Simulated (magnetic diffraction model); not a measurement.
# NdS3N: the ordered moment from one line

Space group Pnma (no. 62), a = 6.9750 Å, b = 6.2170 Å, c = 9.9210 Å.

```csv
site,atom,x,y,z
4c,Nd,0.7465,3/4,0.4167
4c,S,0.5984,3/4,0.9303
8d,S,0.4086,0.4739,0.3233
4c,N,0.5847,3/4,0.7576
```

The compound is invented for this exercise: a known structure type with other elements, its cell scaled to their sizes and not relaxed.

Only Nd is taken to order (form factors of Nd3+); orders and moment sizes are assumed, and not adapted to the symmetry. Radiation: neutrons of λ = 2.36 Å, 3° to 55°; isotropic B of 0.33 Å² (Nd), 0.61 Å² (S) and 0.61 Å² (N). Simulated constant-wavelength pattern: nuclear and magnetic terms add, the magnetic one as |2.695 fm × Σ f S⊥ exp(2πi Q·r) exp(−B s²)|², summed over all Q at one angle with the factor 1/(sin²θ cos θ). For collinear order S is the moment m, which repeats by lattice and centring translations R with the sign exp(−2πi k·R). Free-ion form factors, Sears's scattering lengths of 1992, no absorption; a label names one of the reflections at its angle. The strongest nuclear line in the range is 100, and lines under 0.2 are left out.

In a first state the assumed order is k = (0 0 0), collinear moments along [101], 2.2 μB on Nd; signs + at (0.7465, 3/4, 0.4167), + at (0.7535, 1/4, 0.9167), + at (0.2465, 3/4, 0.0833), + at (0.2535, 1/4, 0.5833), with this pattern:

```csv
2θ (°),index,nuclear,magnetic
25.89,(0 1 1),74.5,9.0
27.52,(0 0 2),29.2,1.6
32.60,(1 1 1),45.4,31.7
33.94,(1 0 2),27.6,8.5
39.55,(2 0 0),0.0,6.3
40.75,(1 1 2),4.8,0.0
42.03,(2 0 1),100.0,0.0
44.62,(0 2 0),50.0,7.4
45.65,(2 1 0),65.8,0.0
46.52,(1 0 3),7.5,0.0
47.68,(0 1 3),87.3,6.2
47.88,(2 1 1),69.5,4.5
48.86,(2 0 2),34.0,1.7
51.23,(1 2 1),14.0,0.0
53.23,(0 2 2),0.0,2.1
54.14,(2 1 2),30.8,0.0
```

**Question.** Nearer the ordering temperature the line at 32.60° has total intensity 53.3 on the same scale, and all moments have shrunk alike. How large is the Nd moment?

The nuclear part, 45.4, stays, so the magnetic part is 7.9 against 31.7. It goes as m², so m = 2.2 × √(7.9/31.7) = 1.10 μB; the value used was 1.1 μB.

[Logs are printed without paths, hosts, clocks, repeated set-up lines and the standing remarks that a program may print on its own settings, such as how far it seeks lower states.]
